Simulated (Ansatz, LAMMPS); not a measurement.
**Relaxing ionic liquid ethylammonium Br-, from a frame at 410 K (144 atoms)**

Wanted: the relaxed structure of ionic liquid ethylammonium Br-, from a frame at 410 K (144 atoms) and its electronic structure.

Program: Ansatz 0.2.0. Level of theory: Kohn-Sham DFT, PBE+D3(BJ), PAW (set soft_2), plane waves. Results are calculated unless marked as measured.

### Step 1. The structure

The cell holds 144 atoms: 24 C, 12 N, 96 H and 12 Br. Cell: a = 11.655 Å, b = 11.655 Å, c = 11.655 Å, α = 90.0°, β = 90.0°, γ = 90.0°. 12 ethylammonium, 12 Br- placed at random, at 1.59 g/cm³; overlaps pushed apart, then 10 ps at 700 K with Joung-Cheatham ions (J. Phys. Chem. B 112, 9020 (2008)); MMFF94 bonds, angles, torsions, charges and radii (Halgren, J. Comput. Chem. 17, 490 (1996)) in harmonic and 12-6 forms; charges of ions scaled by 0.8. Snapshot after 30 ps at 410 K and fixed volume.

What the set-up can't give: The network of contacts between molecules at the start is that of the classical potential that made the cell. The Brillouin zone is sampled at Γ only, in a cell whose shortest periodic width is 12 Å.

### Step 2. Single point at the start

A single point comes first, to see the forces before anything moves.

Contents of input.yaml:

```yaml
crystal:
  lattice:
    - [11.65456, 0.0, 0.0]
    - [0.0, 11.65456, 0.0]
    - [0.0, 0.0, 11.65456]
  atoms:
    - { symbol: C, position: [0.08929, 0.00548, 0.25596] }
    - { symbol: C, position: [0.00997, 0.10311, 0.28554] }
    - { symbol: "N", position: [0.07979, 0.21281, 0.27252] }
    - { symbol: H, position: [0.04193, 0.92887, 0.22928] }
    [... 134 atom lines left out ...]
    - { symbol: Br, position: [0.703, 0.98241, 0.29727] }
    - { symbol: Br, position: [0.35608, 0.72073, 0.61054] }
    - { symbol: Br, position: [0.86629, 0.29376, 0.47543] }
    - { symbol: Br, position: [0.51578, 0.84883, 0.95806] }
    - { symbol: Br, position: [0.23224, 0.44636, 0.8636] }
    - { symbol: Br, position: [0.79978, 0.18483, 0.80656] }
kpoints:
  mp_grid: { grid: [1, 1, 1] }
hamiltonian:
  xc: pbe
  dispersion: d3bj
scf:
  occupations: { method: fixed }
output:
  forces: true
  stress: true
  populations: intrinsic
  dos:
    method: { smearing: { sigma: 0.1 } }
    de: 0.1
    projected: { site_lists: { Br: [Br], C: [C], H: [H], "N": ["N"] } }
  eigenvalues: true
```

On the command line:

```sh
> ansatz run input.yaml --threads 4 --pin off --max-ram 8192MiB --backend cpu --events-out ev --progress --plain --runs-dir out
```

Wall time 16 s (4 threads of Arm Neoverse V2, shared host); peak memory 1.7 GiB.

Numbers from this run:

```
free energy                                      : -45596.9326 eV
free energy per atom                             : -316.6454 eV/atom
SCF cycles                                       : 9
pressure                                         : 2.092 GPa
r.m.s. force component                           : 1.084 eV/Å
longest force                                    : 5.678 eV/Å
Fermi energy                                     : 0.119 eV
gap (highest filled to lowest empty level) : 3.614 eV
```

The r.m.s. force component of 1.1 eV/Å and the pressure of 2.1 GPa set the starting point.

Length of the force by element:

```csv
element,coordination,atoms,mean length of the force (eV/Å),spread,least,most
Br,all,12,0.206,0.101,0.0855,0.455
C,all,24,2.45,1.14,0.382,4.78
H,all,96,1.34,0.752,0.229,3.81
N,all,12,2.61,1.36,0.730,5.68
```

### Step 3. Cell and atoms relaxed

Cell and atoms are freed together, to release stress as well as forces.

input.yaml, the sections that differ from step 2:

```yaml
output:
  forces: true
relax:
  f_tol: 0.05
  max_steps: 200
  cell: {}
# crystal, kpoints, hamiltonian, scf: as in step 2
```

The job ended after 3.2 min (4 threads; peak memory 1.6 GiB; 12 min of CPU time).

Step by step (22 of 28):

| step | energy less that of the first step (eV) | largest force component (eV/Å) | pressure (GPa) | volume (Å³) |
| --- | --- | --- | --- | --- |
| 1 | 0.0000 | 4.8405 | 2.09 | 1583.02 |
| 2 | -6.5286 | 2.1105 | 0.29 | 1559.99 |
| 4 | -8.7364 | 0.3425 | -0.11 | 1511.09 |
| 5 | -9.0352 | 0.4248 | -0.31 | 1512.80 |
| 6 | -9.2934 | 0.1884 | -0.16 | 1517.61 |
| 7 | -9.4687 | 0.3204 | -0.34 | 1522.58 |
| 9 | -9.7571 | 0.4995 | -0.24 | 1527.92 |
| 10 | -9.8614 | 0.2717 | 0.04 | 1531.43 |
| 11 | -9.8663 | 0.5596 | -0.62 | 1535.50 |
| 13 | -10.0937 | 0.1568 | 0.02 | 1538.94 |
| 14 | -10.0811 | 0.4387 | -0.51 | 1546.22 |
| 15 | -10.1357 | 0.1718 | -0.08 | 1549.01 |
| 16 | -10.1751 | 0.0393 | -0.01 | 1552.10 |
| 18 | -10.2064 | 0.0830 | -0.04 | 1552.13 |
| 19 | -10.2161 | 0.0224 | 0.00 | 1553.74 |
| 20 | -10.2228 | 0.1251 | -0.10 | 1555.60 |
| 22 | -10.2317 | 0.0478 | 0.01 | 1557.08 |
| 23 | -10.2319 | 0.0401 | -0.03 | 1558.48 |
| 24 | -10.1971 | 0.0389 | -0.05 | 1558.48 |
| 25 | -10.2114 | 0.0613 | 0.07 | 1554.40 |
| 27 | -10.2162 | 0.0258 | 0.01 | 1554.95 |
| 28 | -10.2109 | 0.0266 | 0.01 | 1554.95 |

Relaxation step 26 was tried and not accepted.

```
     cell as run  before   after  change
           a (Å)  11.655  11.766  +1.0 %
           b (Å)  11.655  11.440  -1.8 %
           c (Å)  11.655  11.583  -0.6 %
           α (°)   90.00   88.77  -1.4 %
           β (°)   90.00   91.80  +2.0 %
           γ (°)   90.00   93.62  +4.0 %
volume (Å³/atom)   10.99   10.80  -1.8 %
```

The atoms that moved most (Å, as changes of fractional coordinates times the final cell):

```
atom      dx      dy      dz  length
 H42  -1.128   1.440   0.714   1.963
 H43  -0.754   1.495  -0.359   1.712
 H41  -0.969  -0.115   1.279   1.609
 H37   0.196  -1.574   0.149   1.593
H103  -1.204   0.300  -0.927   1.549
 H40  -1.025   0.147   1.138   1.539
 H93   0.207  -1.258   0.781   1.495
 H75  -1.069  -0.149  -0.991   1.465
```

The relaxation changed the energy by -70.9 meV/atom, and atoms moved by 0.83 Å r.m.s., 2.0 Å at most.

### Step 4. Local order after relaxation

Bonds before and after, by the cutoffs listed below:

```
pair  bonds before  bonds after  mean before (Å)  mean after (Å)  spread before (Å)  spread after (Å)
 H-C            60           60            1.096           1.097              0.041             0.001
 H-N            36           36            1.026           1.047              0.029             0.006
 C-C            12           12            1.495           1.514              0.027             0.002
 C-N            12           12            1.452           1.494              0.038             0.003
```

Density 1.61 g/cm³, 10.80 Å³ an atom.

g(r), total and by pair (bins of 0.2 Å):

```csv
r (Å),total,H-H,H-C,H-Br,H-N,C-C,C-Br
1.00,5.05,0.00,13.95,0.00,17.80,0.00,0.00
1.20,0.00,0.00,0.00,0.00,0.00,0.00,0.00
1.40,0.33,0.00,0.00,0.00,0.00,0.00,0.00
1.60,0.84,1.20,0.00,0.00,0.00,11.10,0.00
1.80,1.13,2.54,0.00,0.00,0.00,0.00,0.00
2.00,0.40,0.00,0.88,0.00,1.87,0.00,0.00
2.20,1.53,0.35,4.74,1.82,1.07,0.00,0.00
2.40,0.96,1.55,0.00,1.53,0.00,0.00,0.00
2.60,0.84,1.59,0.34,0.25,0.15,0.00,0.00
2.80,0.62,0.55,0.56,0.68,1.54,0.00,0.00
3.00,0.94,1.39,0.56,1.50,0.29,0.00,0.00
3.20,0.77,0.89,0.57,1.25,0.26,0.00,0.00
3.40,0.83,0.65,0.86,1.02,1.06,0.18,0.00
3.60,1.02,1.00,0.92,1.72,1.00,0.32,1.50
3.80,1.00,0.92,0.56,1.59,1.15,1.04,4.00
4.00,1.04,0.79,0.95,1.64,0.91,1.48,4.20
4.20,0.95,0.82,0.88,1.22,0.73,1.20,3.05
4.40,0.88,0.88,0.94,0.99,0.55,0.78,0.99
4.60,0.90,0.92,0.93,0.87,0.88,0.90,0.71
4.80,0.98,1.04,1.04,0.93,0.86,1.10,0.66
5.00,1.09,0.98,1.20,0.92,1.35,0.78,1.64
5.20,1.01,1.01,0.90,0.98,1.19,1.60,0.73
5.40,1.08,1.14,1.08,0.72,1.12,1.40,0.81
5.60,1.13,1.19,1.12,0.82,1.22,1.29,0.62
```

Bonds by pair of elements; cutoffs follow the first minimum of g(r), held within bounds set by covalent radii, and pairs that aren't listed don't count as bonded:

```
pair A-B  cutoff (Å)  bonds  mean length (Å)  spread (Å)  shortest (Å)  B about A  A about B
     H-C        1.34     60             1.10       0.001          1.09      0.625        2.5
     H-N        1.27     36             1.05       0.006          1.04      0.375          3
     C-C        1.85     12             1.51       0.002          1.51          1          1
     C-N        1.79     12             1.49       0.003          1.49        0.5          1
```

How many atoms have how many bonded neighbours:

| element | mean | 0 | 1 | 4 |
| --- | --- | --- | --- | --- |
| Br | 0 | 12 | 0 | 0 |
| C | 4 | 0 | 0 | 24 |
| H | 1 | 0 | 96 | 0 |
| N | 4 | 0 | 0 | 12 |

Bond angles (no mean is given where the spread exceeds 20°):

```csv
angle,count,mean (°),spread (°)
C-C-H,60,111,1.1
H-C-H,48,108,0.8
C-N-H,36,111,1.6
H-N-H,36,108,2.1
H-C-N,24,107,0.7
```

Counting bonds as in the table, all C atoms have 4, all H atoms have 1 and all N atoms have 4 bonded neighbours. The C-C-H angle averages 111° with a spread of 1.1°.

### Step 5. Single point at the relaxed geometry

The electronic structure is read at the final geometry, in a run of its own.

Contents of input.yaml:

```yaml
crystal:
  lattice:
    - [11.75891, -0.36577, -0.18158]
    - [-0.36577, 11.43322, 0.1206]
    - [-0.18158, 0.1206, 11.58143]
  atoms:
    - { symbol: C, position: [0.06981, 0.99136, 0.27603] }
    - { symbol: C, position: [0.00978, 0.09424, 0.31969] }
    - { symbol: "N", position: [0.07206, 0.20796, 0.28889] }
    - { symbol: H, position: [0.01862, 0.91012, 0.29486] }
    [... 134 atom lines left out ...]
    - { symbol: Br, position: [0.68494, 0.03594, 0.30761] }
    - { symbol: Br, position: [0.37439, 0.73557, 0.59917] }
    - { symbol: Br, position: [0.87074, 0.31635, 0.45835] }
    - { symbol: Br, position: [0.518, 0.89546, 0.93192] }
    - { symbol: Br, position: [0.25539, 0.48442, 0.87014] }
    - { symbol: Br, position: [0.77452, 0.19558, 0.80966] }
kpoints:
  mp_grid: { grid: [1, 1, 1] }
hamiltonian:
  xc: pbe
  dispersion: d3bj
scf:
  occupations: { method: fixed }
output:
  forces: true
  stress: true
  populations: true
  dos:
    method: { smearing: { sigma: 0.08 } }
    de: 0.1
    projected: { site_lists: { Br: [Br], C: [C], H: [H], "N": ["N"] } }
  eigenvalues: true
  write_density: true
  write_potential: true
  volumetric_format: npy
```

The job ended after 16 s (4 threads; peak memory 1.7 GiB; 60 s of CPU time).

Numbers from this run:

```yaml
free_energy: -45607.1435 eV
free_energy_per_atom: -316.7163 eV/atom
scf_cycles: 8
pressure: 0.005016 GPa
r_m_s_force_component: 0.00532 eV/Å
longest_force: 0.03244 eV/Å
fermi_energy: -0.1673 eV
spacing_of_highest_filled_and_lowest_empty_level: 4.414 eV
spilling_of_the_projection: 0.01146
```

Löwdin charges by element (they lack the spilled electrons, 0.027 e an atom on average):

```
element  coordination  atoms  mean charge (e)  spread   least    most
     Br           all     12           -0.623  0.0265  -0.673  -0.580
      C           all     24           -0.308   0.150  -0.465  -0.153
      H           all     96            0.238  0.0559   0.173   0.332
      N           all     12           -0.341  0.0049  -0.352  -0.332
```

States in the cell by windows of 1 eV, zero at the Fermi level; the larger projections on atomic orbitals stand beside the total:

```csv
from (eV),to (eV),total,H s,C p,Br p,N p,C s,Br s
-18,-14,0.0,0.0,0.0,0.0,0.0,0.0,0.0
-14,-13,25.9,6.6,1.6,0.0,1.9,12.3,2.2
-13,-12,22.1,1.1,0.1,0.0,0.2,0.3,20.1
-12,-11,0.0,0.0,0.0,0.0,0.0,0.0,0.0
-11,-10,23.2,7.1,3.6,0.0,4.1,7.7,0.2
-10,-9,0.8,0.2,0.1,0.0,0.1,0.3,0.0
-9,-8,31.9,8.3,4.0,0.3,17.9,0.3,0.4
-8,-7,16.1,4.1,1.9,0.1,9.2,0.2,0.3
-7,-6,24.0,4.8,10.1,0.1,7.9,0.6,0.1
-6,-5,23.7,7.8,12.9,0.2,2.3,0.0,0.0
-5,-4,18.3,5.2,11.0,0.2,1.4,0.1,0.0
-4,-3,50.8,18.5,29.0,0.9,1.7,0.1,0.1
-3,-2,3.2,1.5,1.6,0.1,0.0,0.0,0.0
-2,-1,13.9,0.5,0.3,12.3,0.5,0.0,0.0
-1,0,56.0,0.9,1.0,51.7,1.6,0.1,0.0
0,1,2.1,0.0,0.0,2.0,0.0,0.0,0.0
1,4,0.0,0.0,0.0,0.0,0.0,0.0,0.0
4,5,2.0,0.9,0.2,0.0,0.0,0.3,0.1
```

The curve was stored every 0.100 eV, coarse against its broadening of 0.08 eV, so these counts are rough.

With fixed occupations the program's Fermi level is the highest filled level; weight inside the gap is the broadening of levels at its edges.

Between -19 and -18 eV lie 24 more states.

The levels nearest the highest filled one (over half full), pooled over k-points and spins:

| level less the highest filled one (eV) | occupation |
| --- | --- |
| -0.271 | 2 |
| -0.244 | 2 |
| -0.219 | 2 |
| -0.14 | 2 |
| -0.0097 | 2 |
| 0 | 2 |
| 4.41 | 0 |
| 5.27 | 0 |
| 5.34 | 0 |
| 5.40 | 0 |
| 5.44 | 0 |
| 5.53 | 0 |

Mean Löwdin charges: Br -0.62, C -0.31, H +0.24, N -0.34 e (they miss 1.1 % of the electrons, so they add up to more than the cell's charge). The largest share in the top eV of filled states is Br p (93 % of the projected weight), and in the lowest eV of empty states H s (56 % of the projected weight).

1 further run on a deliberately doubtful input is not shown.

### Step 6. Summary of results

```yaml
energy_change_in_the_relaxation: -70.91 meV/atom
r_m_s_displacement: 0.832 Å
largest_displacement: 1.963 Å
free_energy_per_atom: -316.7163 eV/atom
pressure: 0.005016 GPa
r_m_s_force_component: 0.00532 eV/Å
spacing_of_highest_filled_and_lowest_empty_level: 4.414 eV
wall_time_of_the_5_dft_runs_those_left_out_included: 5 min
```

Relaxation lowers the energy by 70.9 meV/atom and moves atoms by 0.83 Å r.m.s.; the r.m.s. force component goes from 1.1 to 0.0053 eV/Å, the pressure goes from 2.1 to 0.0050 GPa, and the gap from 3.61 to 4.41 eV. Displacements are taken in the final cell, so they leave out its strain. By the final cutoffs no bond was broken or made. The cell shrank by 1.8 % in volume. From the first step to the last the energy fell by 10.211 eV, and the largest move was 1.96 Å (H42). The C-N bonds change most in mean length: from 1.452 Å (spread 0.038) to 1.494 Å (spread 0.003). Counting bonds as in the table, all C atoms have 4, all H atoms have 1 and all N atoms have 4 bonded neighbours. The highest filled and lowest empty levels differ by 4.41 eV (at Γ alone); a semilocal functional tends to put such gaps too low. In a disordered cell it changes from sample to sample and from frame to frame.

Caveats: The network of contacts between molecules at the start is that of the classical potential that made the cell; in DFT atoms moved by 0.83 Å r.m.s.

[Logs are printed without paths, hosts, clocks, repeated set-up lines and the standing remarks that a program may print on its own settings, such as how far it seeks lower states.]

[Hosts, paths, dates, database ids (printed as entryN), source tags and the programs' standing remarks are cut or masked in the printed files.]

[The MMFF94 radii named for the starting cell were scaled by 0.96; in molecules described by MMFF94, hydrogen bound to N, O or S took a small fixed 12-6 site in their place.]
